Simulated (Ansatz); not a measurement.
## Band gap of Cs2LiScF6 (Fm-3m) from density functionals to GW

What gap does each level of theory give for Cs2LiScF6 (Fm-3m), and in what time?

Method: density functionals, hybrids and G0W0, plane waves, PAW, in Ansatz 0.2.0.

## Step 1: The structure

Symmetry: Fm-3m, No. 225, cubic system. Conventional cell: a = 8.791 Å, b = 8.791 Å, c = 8.791 Å, α = 90.00°, β = 90.00°, γ = 90.00°. Nearest to Cs lie 12 F at 3.11 Å. Li has 6 F at 2.33 Å nearest. Nearest to Sc lie 6 F at 2.06 Å. F has 1 Sc at 2.06 Å and 1 Li at 2.33 Å and 4 Cs at 3.11 Å nearest. Farther neighbours and most contacts between anions are not listed.

As a file:

```cif
data_structure
_symmetry_space_group_name_H-M 'P 1'
_symmetry_Int_Tables_number 1
_cell_length_a 6.2165
_cell_length_b 6.2165
_cell_length_c 6.2165
_cell_angle_alpha 60.000
_cell_angle_beta 60.000
_cell_angle_gamma 60.000
_cell_volume 169.87
loop_
_atom_site_label
_atom_site_type_symbol
_atom_site_fract_x
_atom_site_fract_y
_atom_site_fract_z
_atom_site_occupancy
Cs1 Cs 0.75000 0.75000 0.75000 1
Cs2 Cs 0.25000 0.25000 0.25000 1
Li3 Li 0.50000 0.50000 0.50000 1
Sc4 Sc 0.00000 0.00000 0.00000 1
F5 F 0.76533 0.23467 0.23467 1
F6 F 0.23467 0.23467 0.76533 1
F7 F 0.23467 0.76533 0.76533 1
F8 F 0.23467 0.76533 0.23467 1
F9 F 0.76533 0.23467 0.76533 1
F10 F 0.76533 0.76533 0.23467 1
```

The cell and positions are those that the Materials Project relaxed with its own functionals (PBE, PBE+U or r2SCAN), kept fixed. Spin-orbit coupling is left out unless a step names it.

The logs state that the PAW files were generated under PBE.

## Step 2: LDA on the 4×4×4 mesh

This step: DFT, LDA, plane waves, PAW; PAW set soft_1.

The input, input.yaml:

```yaml
crystal:
  lattice:
    - [0.0, 4.3957373378, 4.3957373378]
    - [4.3957373378, 0.0, 4.3957373378]
    - [4.3957373378, 4.3957373378, 0.0]
  atoms:
    - { symbol: Cs, position: [0.75, 0.75, 0.75] }
    - { symbol: Cs, position: [0.25, 0.25, 0.25] }
    - { symbol: Li, position: [0.5, 0.5, 0.5] }
    - { symbol: Sc, position: [0.0, 0.0, 0.0] }
    - { symbol: F, position: [0.76533224, 0.23466776, 0.23466776] }
    - { symbol: F, position: [0.23466776, 0.23466776, 0.76533224] }
    - { symbol: F, position: [0.23466776, 0.76533224, 0.76533224] }
    - { symbol: F, position: [0.23466776, 0.76533224, 0.23466776] }
    - { symbol: F, position: [0.76533224, 0.23466776, 0.76533224] }
    - { symbol: F, position: [0.76533224, 0.76533224, 0.23466776] }
kpoints:
  mp_grid: { grid: [4, 4, 4] }
  band_path:
    path:
      - [0.0, 0.0, 0.0]
      - [0.5, 0.0, 0.5]
      - [0.625, 0.25, 0.625]
      - [0.375, 0.375, 0.75]
      - [0.5, 0.5, 0.5]
      - [0.5, 0.25, 0.75]
      - [0.1125, 0.1125, 0.225]
      - [0.075, 0.075, 0.15]
    npoints: 1
hamiltonian:
  xc: lda
  pseudopotentials: { kind: paw, azcp: { folder: soft_1 }, xc_functional: pbe }
scf:
  occupations: { method: fixed }
  n_extra_bands: 7
output:
  eigenvalues: true
  forces: true
  stress: true
```

On the command line:

```
$ ansatz run input.yaml --threads 2 --pin off --max-ram 92160MiB --backend cuda --events-out ev --progress --plain --runs-dir out --devices 1 --max-vram 13GiB
```

Numbers of over 12 decimals in the logs are rounded to 6 here.

The program printed:

```text
scf.n_extra_bands = 7 over 37 filled bands (N_el = 74.0): the run solves 44 bands
GPUs: using 1 of 1 available (devices: 1).
Engine: ansatz 0.2.0, x86_64-unknown-linux-gnu
Pseudopotentials: kind: paw
Pseudopotential: Cs, paw, valence charge 9, recommended cutoff 420 eV (normal), soft_1/Cs.paw.azcp
Pseudopotential: Li, paw, valence charge 3, recommended cutoff 420 eV (normal), soft_1/Li.paw.azcp
Pseudopotential: Sc, paw, valence charge 11, recommended cutoff 420 eV (normal), soft_1/Sc.paw.azcp
Pseudopotential: F, paw, valence charge 7, recommended cutoff 420 eV (normal), soft_1/F.paw.azcp
Functional definition: SPW92
  exchange = slater_x
  correlation = pw_c
device memory: the entry about to start is reckoned to put 3.0 GiB on a device that reports 43.1 GiB free (of which the cap on the GPU budget leaves the run 13.0 GiB)
GPU FFT provider: cuFFT
GPU libraries: cuBLAS 13.8.2, cuFFT 12.4.0, cuSOLVER 12.3.4
Crystal: 10 atoms, lattice volume = 169.873 Å³
Basis set: ecut = 420 eV, 3287 PW (Γ)
Bands: 44, of which v1, the nominal top of the filled ones, is band 37 counted from 1 (36 counted from 0)
Symmetry: 48 space group operations
Space group: Fm-3m (ITA 225), of the structure as read, at distance tolerance 5.5e-5 Å
k-points: 8 of 64
Non-local potential: Cs, projectors of the file, l = 0: 3, l = 1: 2, l = 2: 2, l = 3: 2
Non-local potential: Li, projectors of the file, l = 0: 3, l = 1: 2, l = 2: 1
Non-local potential: Sc, projectors of the file, l = 0: 3, l = 1: 2, l = 2: 3, l = 3: 1
Non-local potential: F, projectors of the file, l = 0: 2, l = 1: 2, l = 2: 1
PAW form: soft (Blöchl's): semilocal exchange-correlation on the pseudo side does not see the compensation charge
PAW frozen core: Cs, regenerated for the run's functional, and the local potential with it (the file was generated under x = pbe(κ = 0.804, μ = 0.219515), c = pbe(β = 0.066725))
PAW frozen core: Sc, regenerated for the run's functional, and the local potential with it (the file was generated under x = pbe(κ = 0.804, μ = 0.219515), c = pbe(β = 0.066725))
PAW frozen core: F, regenerated for the run's functional, and the local potential with it (the file was generated under x = pbe(κ = 0.804, μ = 0.219515), c = pbe(β = 0.066725))
PAW one-centre angular grid: Cs, 194 points (default); XC on 64 Gauss nodes
PAW one-centre angular grid: Li, 110 points (default); XC on 64 Gauss nodes
PAW one-centre angular grid: Sc, 590 points (default); XC on 64 Gauss nodes
PAW one-centre angular grid: F, 110 points (default); XC on 64 Gauss nodes
Initial density: superposition of atomic densities (chi_scale 0.1, normalization cell, long waves kept (reshape's long-wave potential 0.00 eV rms))
Initial wavefunctions: pseudopotential atomic-orbital guess
GPU buffer pool allocated for 91125 grid points (all kernels)
GPU transforms: local potential and band sums: pruned to the plane-wave sphere, on 45×45×45
Functional: x = slater, c = lda
SCF iter   1: F=—  HF=-18088.634961 eV  |F-HF|=—  |Δ(HF+E_count)|=         —  Δρ=1.65e-1  dr2=4.48e1  ethr=3.10e-3  ⟨swp⟩=4.0  Hψ=1213  notcnv=0  defer=31
preconditioner: auto → Resta (q_TF=auto, 2.375 Å⁻¹)  ε∞=4.9  [insulator: Δε(μ)=2.590 eV  Ē_g=11.545 eV  n_scr=50 (ndim 8)  ℏωp=22.8 eV  f_vac=0.001  ε∞_Penn≈4.9]
SCF iter   2: F=—  HF=-18081.713592 eV  |F-HF|=—  |Δ(HF+E_count)|=    6.92e0  Δρ=7.92e-2  dr2=7.04e0  ethr=3.10e-3  ⟨swp⟩=4.8  Hψ=992  notcnv=0  defer=22
SCF iter   3: F=—  HF=-18080.140501 eV  |F-HF|=—  |Δ(HF+E_count)|=    1.57e0  Δρ=2.13e-2  dr2=1.11e0  ethr=3.10e-3  ⟨swp⟩=3.0  Hψ=731  notcnv=0  defer=21
SCF iter   4: F=—  HF=-18079.865296 eV  |F-HF|=—  |Δ(HF+E_count)|=   2.75e-1  Δρ=9.01e-3  dr2=2.07e-1  ethr=1.49e-3  ⟨swp⟩=3.0  Hψ=810  notcnv=0  defer=29
SCF iter   5: F=—  HF=-18079.805345 eV  |F-HF|=—  |Δ(HF+E_count)|=   6.00e-2  Δρ=5.54e-3  dr2=7.29e-2  ethr=2.80e-4  ⟨swp⟩=3.0  Hψ=614  notcnv=0  defer=32
SCF iter   6: F=—  HF=-18079.786044 eV  |F-HF|=—  |Δ(HF+E_count)|=   1.93e-2  Δρ=6.15e-4  dr2=1.14e-3  ethr=9.85e-5  ⟨swp⟩=3.0  Hψ=680  notcnv=0  defer=34
SCF iter   7: F=—  HF=-18079.785725 eV  |F-HF|=—  |Δ(HF+E_count)|=   3.19e-4  Δρ=2.57e-4  dr2=1.75e-4  ethr=1.54e-6  ⟨swp⟩=2.0  Hψ=502  notcnv=0  defer=36
SCF iter   8: F=—  HF=-18079.785714 eV  |F-HF|=—  |Δ(HF+E_count)|=   1.10e-5  Δρ=6.03e-5  dr2=1.07e-5  ethr=2.37e-7  ⟨swp⟩=2.0  Hψ=535  notcnv=0  defer=36
SCF iter   9: F=—  HF=-18079.786088 eV  |F-HF|=—  |Δ(HF+E_count)|=   3.74e-4  Δρ=6.62e-6  dr2=5.81e-8  ethr=1.35e-10  ⟨swp⟩=10.4  Hψ=2068  notcnv=0
SCF iter  10: F=-18079.786088 eV  HF=-18079.786088 eV  |F-HF|=1.89e-10  |Δ(HF+E_count)|=   8.45e-9  Δρ=6.54e-7  dr2=6.37e-10  ethr=7.86e-11  ⟨swp⟩=2.0  Hψ=1175  notcnv=0
SCF 1 converged in 10 iterations: F = -18079.786088 eV  dr2 = 6.37e-10
[...]
device memory: the entry about to start is reckoned to put 2.1 GiB on a device that reports 42.4 GiB free (of which the cap on the GPU budget leaves the run 13.0 GiB)
NSCF: frozen V_eff on 8 k-points
SCF converged after 10 iterations
Free energy (F): -18079.786088 eV
Harris-Foulkes:  -18079.786088 eV  (|F-HF|=1.89e-10)
Internal energy: -18079.786088 eV  (E = F + TS)
E sigma→0 (E₀):  -18079.786088 eV
Fermi energy:    1.793088 eV
--- Per-component energies (eV) ---
  E_band       = -555.559891
  E_kinetic    = 1686.788417
  E_local      = -5543.464079  (includes V_loc(G=0)·N_el)
  E_nonlocal   = 706.978048
  E_hartree    = 2110.409392
  E_xc         = -904.766148
  E_vxc        = -981.367573  (∫ρ·V_xc dr)
  E_paw        = -11906.304236  (= ΣΔE_a)
  E_vpaw       = -645.318102  (= ΣTr[D̂ρ^β])
  E_aug_tail   = 0.004578  (compensation charges beyond the density's cutoff)
  E_ewald      = -4230.957613
  E_core_change = 1.525553  (= ΣΔE_core)
  E_smearing   = -0.000000  (= −TS)
  E_closure    = 0.000000  (closes the sum)
  Σ components = -18079.786088   (vs F -18079.786088, Δ=0.00e0)
--- Forces (eV/Å), atoms counted from 1 ---
  atom   1  Cs    -0.00000000     0.00000000    -0.00000000
  atom   2  Cs     0.00000000    -0.00000000     0.00000000
  atom   3  Li     0.00000000     0.00000000     0.00000000
  atom   4  Sc     0.00000000    -0.00000000     0.00000000
  atom   5  F     -0.43698202    -0.00000000     0.00000000
  atom   6  F      0.00000000     0.00000000    -0.43698202
  atom   7  F      0.43698202     0.00000000    -0.00000000
  atom   8  F      0.00000000    -0.43698202     0.00000000
  atom   9  F     -0.00000000     0.43698202    -0.00000000
  atom  10  F      0.00000000     0.00000000     0.43698202
  max |Σ_I F_I| component: 2.78e-16 eV/Å
--- Stress (GPa, compression-positive) ---
       -6.245797      -0.000000      -0.000000
        0.000000      -6.245797      -0.000000
        0.000000       0.000000      -6.245797
  P = ⅓ Tr σ = -6.2458 GPa (-62.458 kbar)
--- Band table (eV; the first three rows and the last of 8) ---
  k-point 0: bands = [... 33 lower, 1.7745, 1.7807, 1.7807, 1.7807, 8.3921, 8.3921, 8.3921, 9.0482, ... 3 higher]
  k-point 1: bands = [... 33 lower, 1.6718, 1.7183, 1.7872, 1.7872, 8.4238, 8.4238, 8.4276, 9.7339, ... 3 higher]
  k-point 2: bands = [... 33 lower, 1.6954, 1.6954, 1.7071, 1.7071, 8.4494, 8.4494, 8.4732, 10.2999, ... 3 higher]
  k-point 7: bands = [... 33 lower, 1.4982, 1.5458, 1.7078, 1.7078, 8.4844, 8.4844, 8.5350, 9.9805, ... 3 higher]
```

Wall time 3.7 s (1 × NVIDIA H100 80GB HBM3 (shared by 6 runs) with 2 threads of AMD EPYC 7R13 (Zen 3), shared host); peak memory 0.94 GiB.

The column dr2 measures how far the density is from self-consistency, as an energy; F and HF (Harris–Foulkes) agree once it is small.

This step gave:

```
pressure             : -6.246 GPa
gap                  : 6.582 eV
valence top at       : k = (0.113, 0.113, 0.225)
conduction bottom at : Γ
least direct gap     : 6.594 eV
```

Over mesh and listed points the gap is 6.582 eV, from k = (0.113, 0.113, 0.225) to k = Γ. The least direct gap found is 6.594 eV, at k = (0.075, 0.075, 0.150). On the 4×4×4 mesh alone the same run gives 6.599 eV, so that mesh misses an edge of LDA: 6.599 − 6.582 = +0.017 eV. The pressure in this cell is -6 GPa; the cell is kept.

## Step 3: PBEsol on the 4×4×4 mesh

This step: DFT, PBEsol, plane waves, PAW; PAW set soft_1.

input.yaml: that of step 2 with these lines changed.

```diff
@@ -30,3 +30,3 @@
 hamiltonian:
-  xc: lda
+  xc: pbesol
   pseudopotentials: { kind: paw, azcp: { folder: soft_1 }, xc_functional: pbe }
```

The program printed:

```text
[...]
GPUs: using 1 of 1 available (devices: 1).
[...]
GPU FFT provider: cuFFT
GPU libraries: cuBLAS 13.8.2, cuFFT 12.4.0, cuSOLVER 12.3.4
Crystal: 10 atoms, lattice volume = 169.873 Å³
Basis set: ecut = 420 eV, 3287 PW (Γ), exchange–correlation on 90×90×90 points (8 copies of the dense FFT grid, shifted against one another)
Bands: 44, of which v1, the nominal top of the filled ones, is band 37 counted from 1 (36 counted from 0)
Symmetry: 48 space group operations
[...]
k-points: 8 of 64
[...]
GPU buffer pool allocated for 91125 grid points (all kernels)
[...]
SCF iter   1: F=—  HF=-18313.346598 eV  |F-HF|=—  |Δ(HF+E_count)|=         —  Δρ=1.60e-1  dr2=4.19e1  ethr=3.10e-3  ⟨swp⟩=4.0  Hψ=1209  notcnv=0  defer=31
[...]
atom   5  F     -0.25111175    -0.00000000    -0.00000000
  atom   6  F     -0.00000000    -0.00000000    -0.25111175
  atom   7  F      0.25111175     0.00000000    -0.00000000
  atom   8  F      0.00000000    -0.25111175    -0.00000000
  atom   9  F     -0.00000000     0.25111175     0.00000000
  atom  10  F      0.00000000     0.00000000     0.25111175
  max |Σ_I F_I| component: 1.11e-16 eV/Å
--- Stress (GPa, compression-positive) ---
       -3.074636      -0.000000       0.000000
       -0.000000      -3.074636       0.000000
       -0.000000       0.000000      -3.074636
  P = ⅓ Tr σ = -3.0746 GPa (-30.746 kbar)
--- Band table (eV; the first three rows and the last of 8) ---
  k-point 0: bands = [... 33 lower, 2.0804, 2.0872, 2.0872, 2.0872, 8.7652, 8.7652, 8.7652, 9.5103, ... 3 higher]
  k-point 1: bands = [... 33 lower, 1.9803, 2.0321, 2.0898, 2.0898, 8.7962, 8.7962, 8.8006, 10.1925, ... 3 higher]
  k-point 2: bands = [... 33 lower, 2.0027, 2.0027, 2.0064, 2.0064, 8.8212, 8.8212, 8.8457, 10.6514, ... 3 higher]
  k-point 7: bands = [... 33 lower, 1.8120, 1.8521, 2.0161, 2.0161, 8.8557, 8.8557, 8.9038, 10.3483, ... 3 higher]
[key lines of the parts left out:]
SCF converged after 10 iterations
Free energy (F): -18305.201320 eV
Fermi energy:    2.093551 eV
```

Run time: 5.1 s. Hardware: 1 × NVIDIA H100 80GB HBM3 (shared by 6 runs) with 2 threads; peak memory 0.95 GiB; 5 s of CPU time.

This step gave:

```yaml
pressure: -3.075 GPa
gap: 6.654 eV
valence_top_at: k = (0.113, 0.113, 0.225)
conduction_bottom_at: Γ
least_direct_gap: 6.665 eV
```

Over mesh and listed points the gap is 6.654 eV, from k = (0.113, 0.113, 0.225) to k = Γ. The least direct gap found is 6.665 eV, at k = (0.075, 0.075, 0.150). On the 4×4×4 mesh alone the same run gives 6.672 eV, so that mesh misses an edge of PBEsol: 6.672 − 6.654 = +0.018 eV. PBEsol against LDA: 6.654 − 6.582 = +0.072 eV, with the same mesh, files and cutoff, and both edges at the same k points.

## Step 4: PBE on the 4×4×4 mesh

Levels along a band path and on the mesh show where this functional puts the band edges.

This step: DFT, PBE, plane waves, PAW; PAW set soft_1.

input.yaml: that of step 3 with these lines changed.

```diff
@@ -20,16 +20,10 @@
     path:
-      - [0.0, 0.0, 0.0]
-      - [0.5, 0.0, 0.5]
-      - [0.625, 0.25, 0.625]
-      - [0.375, 0.375, 0.75]
-      - [0.5, 0.5, 0.5]
-      - [0.5, 0.25, 0.75]
-      - [0.1125, 0.1125, 0.225]
-      - [0.075, 0.075, 0.15]
-    npoints: 1
+      - [[0.0, 0.0, 0.0], [0.5, 0.0, 0.5], [0.625, 0.25, 0.625]]
+      - [[0.375, 0.375, 0.75], [0.0, 0.0, 0.0], [0.5, 0.5, 0.5], [0.5, 0.25, 0.75], [0.5, 0.0, 0.5]]
+    npoints: 10
 hamiltonian:
-  xc: pbesol
-  pseudopotentials: { kind: paw, azcp: { folder: soft_1 }, xc_functional: pbe }
+  xc: pbe
+  pseudopotentials: { kind: paw, azcp: { folder: soft_1 } }
 scf:
-  occupations: { method: fixed }
+  occupations: { method: fermi_dirac, width: 0.02 }
   n_extra_bands: 7
@@ -39 +33,5 @@
   stress: true
+  write_density: true
+  write_potential: true
+  elf: true
+  volumetric_format: npy
```

The program printed:

```text
[...]
GPUs: using 1 of 1 available (devices: 1).
[...]
GPU FFT provider: cuFFT
GPU libraries: cuBLAS 13.8.2, cuFFT 12.4.0, cuSOLVER 12.3.4
Crystal: 10 atoms, lattice volume = 169.873 Å³
Basis set: ecut = 420 eV, 3287 PW (Γ), exchange–correlation on 90×90×90 points (8 copies of the dense FFT grid, shifted against one another)
[...]
k-point 0: bands = [... 33 lower, 2.1833, 2.1927, 2.1927, 2.1927, 8.8841, 8.8841, 8.8841, 9.8029, ... 3 higher]
  k-point 1: bands = [... 33 lower, 2.0868, 2.1387, 2.1930, 2.1930, 8.9134, 8.9134, 8.9173, 10.4738, ... 3 higher]
  k-point 2: bands = [... 33 lower, 2.1086, 2.1086, 2.1098, 2.1098, 8.9373, 8.9373, 8.9589, 10.7379, ... 3 higher]
  k-point 7: bands = [... 33 lower, 1.9228, 1.9585, 2.1220, 2.1220, 8.9682, 8.9682, 9.0136, 10.4555, ... 3 higher]
[key lines of the parts left out:]
SCF converged after 9 iterations
Free energy (F): -18548.731561 eV
Fermi energy:    5.550790 eV
P = ⅓ Tr σ = -0.1773 GPa (-1.773 kbar)
```

It took 7.7 s on 1 × NVIDIA H100 80GB HBM3 (shared by 6 runs) with 2 threads; peak memory 0.99 GiB.

Numbers from this step:

| Quantity | Value |
| --- | --- |
| pressure | -0.1773 GPa |
| gap | 6.670 eV |
| valence top at | k = (0.112, 0.112, 0.225) |
| conduction bottom at | Γ |
| least direct gap | 6.680 eV |

Over mesh and path the gap is 6.670 eV, from k = (0.112, 0.112, 0.225) to k = Γ. The least direct gap found is 6.680 eV, at k = (0.075, 0.075, 0.150). On the 4×4×4 mesh alone the same run gives 6.688 eV, so that mesh misses an edge of PBE: 6.688 − 6.670 = +0.018 eV. PBE against PBEsol: 6.670 − 6.654 = +0.016 eV, with the same mesh, files and cutoff, and both edges at the same k points.

## Step 5: PBE+SOC on the 4×4×4 mesh

This run has two-component orbitals with spin-orbit coupling.

This step: DFT, PBE with spin-orbit coupling, plane waves, PAW; PAW set soft_1.

input.yaml, the sections that differ from step 4:

```yaml
kpoints:
  mp_grid: { grid: [4, 4, 4] }
  band_path:
    path:
      - [0.0, 0.0, 0.0]
      - [0.5, 0.0, 0.5]
      - [0.625, 0.25, 0.625]
      - [0.375, 0.375, 0.75]
      - [0.5, 0.5, 0.5]
      - [0.5, 0.25, 0.75]
      - [0.1125, 0.1125, 0.225]
      - [0.075, 0.075, 0.15]
    npoints: 1
hamiltonian:
  xc: pbe
  pseudopotentials: { kind: paw_fr, azcp: { folder: soft_1 } }
scf:
  occupations: { method: fixed }
  n_extra_bands: 14
magnetization:
  noncollinear: true
  spin_orbit: true
# crystal, output: as in step 4
```

The program printed:

```text
[...]
GPUs: using 1 of 1 available (devices: 1).
[...]
non-collinear run that drives no moment, with spin-orbit: no starting moment large enough to seed its density (crystal.atoms[].spin), no starting occupations that ask for one, no magnetisation constraint and no magnetic field, so the semilocal B_xc is pinned to zero
[...]
k-point 0: bands = [... 70 lower, 2.2668, 2.2668, 2.2668, 2.2668, 8.8744, 8.8744, 8.8744, 8.8744, ... 10 higher]
  k-point 1: bands = [... 70 lower, 2.1598, 2.1598, 2.2627, 2.2627, 8.9040, 8.9040, 8.9058, 8.9058, ... 10 higher]
  k-point 2: bands = [... 70 lower, 2.1606, 2.1606, 2.1966, 2.1966, 8.9282, 8.9282, 8.9365, 8.9365, ... 10 higher]
  k-point 7: bands = [... 70 lower, 2.1282, 2.1282, 2.1358, 2.1358, 8.9584, 8.9584, 8.9713, 8.9713, ... 10 higher]
[key lines of the parts left out:]
SCF converged after 10 iterations
Magnetization: |M| = 0.0000 μB,  M = (+0.0000, +0.0000, +0.0000) μB
Free energy (F): -18557.308886 eV
Fermi energy:    2.266763 eV
P = ⅓ Tr σ = -0.1765 GPa (-1.765 kbar)
```

Wall time 8.9 s (1 × NVIDIA H100 80GB HBM3 (shared by 6 runs) with 2 threads); peak memory 1.2 GiB; 10 s of CPU time.

This step gave:

```
pressure             : -0.1765 GPa
gap                  : 6.602 eV
valence top at       : k = (0.075, 0.075, 0.150)
conduction bottom at : Γ
least direct gap     : 6.608 eV
```

Over mesh and listed points the gap is 6.602 eV, from k = (0.075, 0.075, 0.150) to k = Γ. The least direct gap found is 6.608 eV, at k = Γ. On the 4×4×4 mesh alone the same run gives 6.608 eV, so that mesh misses an edge of PBE+SOC: 6.608 − 6.602 = +0.006 eV. PBE+SOC against PBE: 6.602 − 6.670 = −0.068 eV. Mesh, set of files and cutoff are the same, but the valence top lies at another k point, so this need not be the shift of one pair of states. The spin-orbit run sees mesh and listed points alone, so its gap is an upper bound: the coupling can move an edge off these points, and the change over the zone, its sign included where it is small, is not known.

(Continued in part 2 of 3.)

[Paths, hosts, dates, memory and timing lines, banners, echoed tables and standing remarks are left out of the program output.]

[Logs are printed without paths, hosts, clocks, repeated set-up lines and the standing remarks that a program may print on its own settings, such as how far it seeks lower states.]

[Runs of the session that timed out or met a known fault of the program may be left out.]

[Cells called generated may have been cut or substituted from an entry of the Crystallography Open Database or the Materials Project.]

[Hosts, paths, dates, database ids (printed as entryN), source tags and the programs' standing remarks are cut or masked in the printed files.]

[Where an RPA ε∞ is given, it is that of the G0W0 mesh and is not shown converged in it. Names of k-points follow the symmetry that the program found, which can be lower than the space group named. Band edges on a path are those of the sampled points; other points can move an edge, and change direct to indirect where valleys lie close.]

[Hybrid gaps are those of their k-mesh and are not shown converged in it.]
